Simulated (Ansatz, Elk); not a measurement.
# Zn3Br: X-ray structure factors from the self-consistent density

The structure of Zn3Br used here is made up (a known structure type with other elements) and was relaxed beforehand with r2SCAN. The aim is the Fourier transform of its all-electron density, F(hkl), set beside the sum over free spherical atoms that refinements use.

Method: DFT, PBE, all-electron APW+lo, Dirac cores, scalar-relativistic bands, static density, no spin, in Elk 11.2.3 (patched build).

The structure was built from a prototype and need not be the compound's stable phase.

**1. Set-up**

It takes space group I4/mmm (No. 139, tetragonal). Conventional cell: a = 3.799 Å, b = 3.799 Å, c = 11.606 Å, α = 90.00°, β = 90.00°, γ = 90.00°. Br has 4 Zn at 2.69 Å nearest. Nearest to Zn lie 4 Br at 2.69 Å. Zn has 4 Zn at 2.69 Å nearest. Farther neighbours and most contacts between anions are not listed.

**2. Ground state and structure factors**

An all-electron density is needed, since X-rays see the cores too. Task 0 finds the density and task 195 Fourier-transforms it; tshift is off so that phases refer to the origin typed.

The input, elk.in:

```
tasks
  0
  195

xctype
  20

spinpol
  .false.

rgkmax
  7.0

gmaxvr
  14.0

lmaxo
  7

lmaxapw
  8

swidth
  0.002

tshift
  .false.

ramdisk
  .false.

hmaxvr
  5.5

maxscl
  120

epspot
  1e-06

sppath
  './'

avec
  -3.58966505519 3.58966505519 10.96568299238
  3.58966505519 -3.58966505519 10.96568299238
  3.58966505519 3.58966505519 -10.96568299238

atoms
  2
  'Br.in'
  1
  -0.0000000000 -0.0000000000 -0.0000000000   0.000000 0.000000 0.000000
  'Zn.in'
  3
  0.5000000000 0.5000000000 -0.0000000000   0.000000 0.000000 0.000000
  0.2500000000 0.7500000000 0.5000000000   0.000000 0.000000 0.000000
  0.7500000000 0.2500000000 0.5000000000   0.000000 0.000000 0.000000

ngridk
  8 8 8
```

On the command line:

```console
$ OMP_NUM_THREADS=4 elk
```

Numbers of over 12 decimals in the logs are rounded to 6 here.

What it wrote:

```text
┌─────────────────────────┐
│ Elk code version 11.2.3 │
└─────────────────────────┘

All units are atomic (Hartree, Bohr, etc.)

┌─────────────────────────────────────────────────┐
│ Ground-state run starting from atomic densities │
└─────────────────────────────────────────────────┘

Lattice vectors :
  -3.589665055       3.589665055       10.96568299
   3.589665055      -3.589665055       10.96568299
   3.589665055       3.589665055      -10.96568299

Reciprocal lattice vectors :
  0.2771690602E-16  0.8751771002      0.2864931127
  0.8751771002      0.2771690602E-16  0.2864931127
  0.8751771002      0.8751771002     -0.3041393242E-17

Unit cell volume      :    565.2017952
Brillouin zone volume :   0.4388701798

Muffin-tin inner radius fraction :   0.1000000000E-01

Nuclei treated as point charges

Species : 1 (Br)
 parameters loaded from : Br.in
 name : bromine
 nuclear charge    :   -35.00000000
 electronic charge :    35.00000000
 atomic mass :    145656.0816
 muffin-tin radius :    2.400000000
 number of radial points in muffin-tin :    993
 inner part over the whole radius :   0.9934012010E-02
 number on inner part of muffin-tin    :    703
 approximate nuclear radius :   0.7858070945E-04
 number of mesh points to nuclear radius :    344
 atomic positions (lattice), magnetic fields (Cartesian) :
  1 :   0.00000000  0.00000000  0.00000000    0.00000000  0.00000000  0.00000000

Species : 2 (Zn)
 parameters loaded from : Zn.in
 name : zinc
 nuclear charge    :   -30.00000000
 electronic charge :    30.00000000
 atomic mass :    119233.3130
 muffin-tin radius :    2.400000000
 number of radial points in muffin-tin :    993
 inner part over the whole radius :   0.9843840322E-02
 number on inner part of muffin-tin    :    701
 approximate nuclear radius :   0.7484757725E-04
 number of mesh points to nuclear radius :    337
 atomic positions (lattice), magnetic fields (Cartesian) :
  1 :   0.50000000  0.50000000  0.00000000    0.00000000  0.00000000  0.00000000
  2 :   0.25000000 -0.25000000  0.50000000    0.00000000  0.00000000  0.00000000
  3 :  -0.25000000  0.25000000  0.50000000    0.00000000  0.00000000  0.00000000

Total number of atoms per unit cell :    4
Total muffin-tin volume :    231.6233432
 ratio of muffin-tin to unit cell volume :   0.4098064535

Spin treatment :
 spin-unpolarised

Number of Bravais lattice symmetries :   16
Number of crystal symmetries         :   16
Crystal has inversion symmetry
Real symmetric eigensolver will be used

k-point grid :      8     8     8
k-point offset :    0.000000000       0.000000000       0.000000000
k-point set is reduced with full crystal symmetry group
Total number of k-points :       59

Muffin-tin radius times maximum |G+k| :    7.000000000
 using average radius
Maximum |G+k| for APW functions       :    2.916666667
Maximum (1/2)|G+k|²                   :    4.253472222
Maximum |G| for potential and density :    14.00000000
Constant for pseudocharge density :    8
 order of it for each species :   15  15
 order of it for pair densities of each species (exact exchange by exxq0 0: 16) :   10  10
Radial integration step length :    1

G-vector grid sizes :     54    54    54
Number of G-vectors :    26153

Maximum angular momentum used for
 APW functions            :    8
 outer part of muffin-tin :    7
 inner part of muffin-tin :    2

Total nuclear charge    :   -125.0000000
Total core charge       :    54.00000000
Total valence charge    :    71.00000000
Total excess charge     :    0.000000000
Total electronic charge :    125.0000000

Effective Wigner radius, rₛ :    1.025813248

Number of empty states         :     16
Total number of valence states :     52
Total number of core states    :     54

Third-order local-orbitals added for an l without core states : T
Total number of local-orbitals :     86

Exchange-correlation functional :     20     0     0
 Perdew-Burke-Ernzerhof, Phys. Rev. Lett. 77, 3865 (1996)
 gradient requirement :    1
[...]
Madelung                    :     -9661.1354882769
 xc potential                :     -403.58565001828
 exchange                    :     -300.91591353382
 correlation                 :     -6.048058
 electron entropic           :    -0.39446357177838E-03
 total energy                :     -7995.6706954510

Density of states at Fermi energy :    28.19909762
 (states/Hartree/unit cell)

Estimated indirect band gap :   0.2323513283E-02
 from k-point 26 to k-point 40
Estimated direct band gap   :   0.8649018366E-02
 at k-point 39

Charges :
 core                        :    54.00000000
 valence                     :    71.00000000
 interstitial                :    5.315797975
 muffin-tins (core leakage)
  species : 1 (Br)
   atom 1                    :    33.50094247     (  0.2278939745E-04)
  species : 2 (Zn)
   atom 1                    :    28.66307779     (  0.8246129701E-04)
[...]
total in muffin-tins        :    119.6842020
 total calculated charge     :    124.9994677
 total charge                :    125.0000000
 error                       :   0.5323439023E-03

RMS change in Kohn-Sham potential (target) :   0.1528245989     (  0.1000000000E-05)
Absolute change in total energy (target)   :   0.1384067111     (  0.1000000000E-03)

[... loops 3 to 14 left out ...]

┌──────────────────┐
│ Loop number : 15 │
└──────────────────┘

Energies :
 Fermi                       :     0.161488
 sum of occupied eigenvalues :     -4605.6892999790
 electron kinetic            :      8159.7890788034
 core electron kinetic       :      7282.7445742647
 Coulomb                     :     -15847.525973019
 Coulomb potential           :     -12365.939981450
 nuclear-nuclear             :     -1071.0489537760
 electron-nuclear            :     -17211.986565787
 Hartree                     :      2435.5095465440
 Madelung                    :     -9664.5559822942
 xc potential                :     -399.53839733235
 exchange                    :     -301.16573545132
 correlation                 :     -6.049029
 electron entropic           :    -0.28944582007872E-03
 total energy                :     -7994.9519483683

Density of states at Fermi energy :    20.93712081
 (states/Hartree/unit cell)

Estimated indirect band gap :   0.5604914170E-02
 from k-point 49 to k-point 40
Estimated direct band gap   :   0.7677052541E-02
 at k-point 39

Charges :
 core                        :    54.00000000
 valence                     :    71.00000000
 interstitial                :    5.171872004
 muffin-tins (core leakage)
  species : 1 (Br)
[...]
species : 2 (Zn)
[...]
total in muffin-tins        :    119.8281280
 total calculated charge     :    124.9994665
 total charge                :    125.0000000
 error                       :   0.5334768869E-03

RMS change in Kohn-Sham potential (target) :   0.8312286895E-07 (  0.1000000000E-05)
Absolute change in total energy (target)   :   0.4130698835E-04 (  0.1000000000E-03)

Convergence targets achieved

┌──────────────────┐
│ Loop number : 16 │
└──────────────────┘

Energies :
 Fermi                       :     0.161488
 sum of occupied eigenvalues :     -4605.6893045424
 electron kinetic            :      8159.7890727663
 core electron kinetic       :      7282.7445715070
 Coulomb                     :     -15847.525974260
 Coulomb potential           :     -12365.939980805
 nuclear-nuclear             :     -1071.0489537760
 electron-nuclear            :     -17211.986568929
 Hartree                     :      2435.5095484448
 Madelung                    :     -9664.5559838577
 xc potential                :     -399.53839650332
 exchange                    :     -301.16573554814
 correlation                 :     -6.049029
 electron entropic           :    -0.28944579575333E-03
 total energy                :     -7994.9519557434

Density of states at Fermi energy :    20.93711973
 (states/Hartree/unit cell)

Estimated indirect band gap :   0.5604908960E-02
 from k-point 49 to k-point 40
Estimated direct band gap   :   0.7677053108E-02
 at k-point 39

Charges :
 core                        :    54.00000000
 valence                     :    71.00000000
 interstitial                :    5.171871845
 muffin-tins (core leakage)
  species : 1 (Br)
[...]
species : 2 (Zn)
   atom 1                    :    28.76188437     (  0.8057015685E-04)
   atom 2                    :    28.79324764     (  0.8004803147E-04)
   atom 3                    :    28.79324764     (  0.8004803147E-04)
 total in muffin-tins        :    119.8281282
 total calculated charge     :    124.9994665
 total charge                :    125.0000000
 error                       :   0.5334769655E-03

┌──────────────────────────────┐
│ Self-consistent loop stopped │
└──────────────────────────────┘

Wrote STATE.OUT
```

Elapsed: 35 s, on 4 threads of AMD EPYC 7B13 (Zen 3), shared host; peak memory 0.21 GiB; 1.8 min of CPU time.

SFACRHO.OUT:

```text

h k l indices transformed by vhmat matrix:
   1.000000000       0.000000000       0.000000000    
   0.000000000       1.000000000       0.000000000    
   0.000000000       0.000000000       1.000000000    

      h      k      l  multipl.   |H|            Re(F)            Im(F)           |F|

      0      0      0      1   0.0000000       125.00000      0.27818008E-15   125.00000    
      1      1     -1      2  0.57298623       4.5722201     -0.13121387E-13   4.5722201    
      0     -1      1      8  0.92087635       4.2275266     -0.39218753E-14   4.2275266    
     -2     -2      2      2   1.1459725       104.78028     -0.91174257E-16   104.78028    
      1      2     -2      8   1.2266376       3.8042252      0.78437506E-14   3.8042252    
      0      0      1      4   1.2376873       3.8905182      0.26841482E-13   3.8905182    
      1      1      0      8   1.3638853       99.351342     -0.28760422E-13   99.351342    
      2      3     -2      8   1.6786580       3.2512358      0.15687501E-13   3.2512358    
      3      1     -2      8   1.6867492       3.3248558     -0.21861600E-14   3.3248558    
     -3     -3      3      2   1.7189587       3.2552699      0.32748096E-13   3.2552699    
     -1      1      1      4   1.7503542       90.581869     -0.25063448E-13   90.581869    
      0      2     -2      8   1.8417527       3.2759875     -0.15767930E-13   3.2759875    
     -1      0     -1     16   1.9778152       3.2420598     -0.39218753E-14   3.2420598    
      3      1     -3      8   2.0921264       83.577441      0.22805355E-13   83.577441    
      2      4     -3      8   2.1181806       83.110995     -0.17786135E-13   83.110995    
      2      1     -3     16   2.1373768       3.2530639      0.78437506E-14   3.2530639    
     -4     -3      4      8   2.1880978       3.2348722      0.50984379E-13   3.2348722    
     -4     -4      4      2   2.2919449       79.733539      0.20904988E-15   79.733539
```

Elk indexes on the primitive cell of elk.in and gives |H| = 4π sin θ/λ in inverse bohr. Below, one row stands for each form hkl of the conventional cell (m members, Friedel mates merged), F is for one primitive cell and the density is static (no thermal factor). Free-atom factors are Waasmaier and Kirfel's, and R is Σm||F|−|F'||/Σm|F|.

```
hkl   m  sin θ/λ (Å⁻¹)  abs F, DFT  neutral atoms   diff.
002   2          0.086       4.572          4.647  -0.075
101   8          0.139       4.228          4.109  +0.119
004   2          0.172     104.780        104.889  -0.109
103   8          0.184       3.804          3.606  +0.198
110   4          0.186       3.890          3.590  +0.301
112   8          0.205      99.351         99.799  -0.447
105   8          0.252       3.251          3.165  +0.086
114   8          0.254       3.325          3.162  +0.163
006   2          0.259       3.255          3.150  +0.106
200   4          0.263      90.582         91.214  -0.632
202   8          0.277       3.276          3.125  +0.151
211  16          0.297       3.242          3.132  +0.110
204   8          0.315      83.577         84.058  -0.480
116   8          0.319      83.111         83.529  -0.418
```

**3. The highest occupied states alone**

An energy window below the Fermi level keeps the highest occupied states, to see at which angles they scatter; shallow core shells can lie inside it and anion s states outside. No new self-consistency is needed.

Edit elk.in of step 2 so:

```diff
@@ -1,3 +1,2 @@
 tasks
-  0
   195
@@ -40,2 +39,5 @@
 
+wsfac
+  -0.206010 0.461490
+
 sppath
```

On the command line:

```console
$ OMP_NUM_THREADS=4 elk
```

What it wrote:

```text
┌─────────────────────────────────┐
│ Elk code version 11.2.3 started │
└─────────────────────────────────┘

Info(readinput): the functional depends on the density's gradient
 muffin-tin radial points multiplied by    2.00000
 (not where nrmtscf is given)

┌────────────────────┐
│ Current task : 195 │
└────────────────────┘

Info(sfacrho): density structure factors written to SFACRHO.OUT

 Energy window :  -0.2060100000      0.4614900000

┌──────────────────┐
│ Elk code stopped │
└──────────────────┘
```

Run time: 6.1 s. Hardware: 4 threads; peak memory 0.18 GiB.

States within 10 eV below the Fermi level hold 41.00 electrons; any levels below the window count with the cores. Their amplitudes can exceed the total, where window and core parts have opposite phase:

```
hkl  sin θ/λ (Å⁻¹)  abs F, window  abs F, all
002          0.086          6.958       4.572
101          0.139          6.623       4.228
004          0.172         26.535     104.780
103          0.184          6.420       3.804
110          0.186          6.300       3.890
112          0.205         23.223      99.351
105          0.252          6.029       3.251
114          0.254          5.934       3.325
006          0.259          5.969       3.255
200          0.263         18.538      90.582
```

**4. Another try**

In this try the input is made faulty on purpose, to show what that does.

The input is changed as shown.

Edit elk.in of step 3 so:

```diff
@@ -1,2 +1,3 @@
 tasks
+  0
   195
@@ -34,3 +35,3 @@
 maxscl
-  120
+  40
 
@@ -39,7 +40,7 @@
 
-wsfac
-  -0.206010 0.461490
-
 sppath
   './'
+
+scale
+  0.52917721
```

On the command line:

```console
$ OMP_NUM_THREADS=4 elk
```

What it wrote:

```text
┌─────────────────────────┐
│ Elk code version 11.2.3 │
└─────────────────────────┘

All units are atomic (Hartree, Bohr, etc.)

┌─────────────────────────────────────────────────┐
│ Ground-state run starting from atomic densities │
└─────────────────────────────────────────────────┘

Lattice vectors :
  -1.899568939       1.899568939       5.802789532
   1.899568939      -1.899568939       5.802789532
   1.899568939       1.899568939      -5.802789532

Reciprocal lattice vectors :
  0.3759550058E-16   1.653845033      0.5413935206
[...]
total charge                :    125.0000000
 error                       :   0.2067155692

┌──────────────────────────────┐
│ Self-consistent loop stopped │
└──────────────────────────────┘

Warning : the lowest level lies among the core levels :   -4.967373652      -2.609264614

Warning : core states of species 1 leak from the muffin-tin :   0.5492515087E-01

Warning : core states of species 2 leak from the muffin-tin :   0.5085780387E-01

Warning : the occupied levels lie far from the species files' linearisation energy :    1.715561229

Warning : more electrons lie deep than the shells out of the core hold :   36.0000       30.0000

Wrote STATE.OUT
[key lines of the parts left out:]
total energy                :     -8028.0792974682
```

Run time: 63 s. Hardware: 4 threads; peak memory 0.18 GiB.

No converged result was reached; the numbers in the log don't describe the system.

The fault put into the input: lattice vectors in angstrom read as bohr.

(Part 1 of 2 ends here.)

[Logs are printed without paths, hosts, clocks, repeated set-up lines and the standing remarks that a program may print on its own settings, such as how far it seeks lower states.]

[Hosts, paths, dates, database ids (printed as entryN), source tags and the programs' standing remarks are cut or masked in the printed files.]
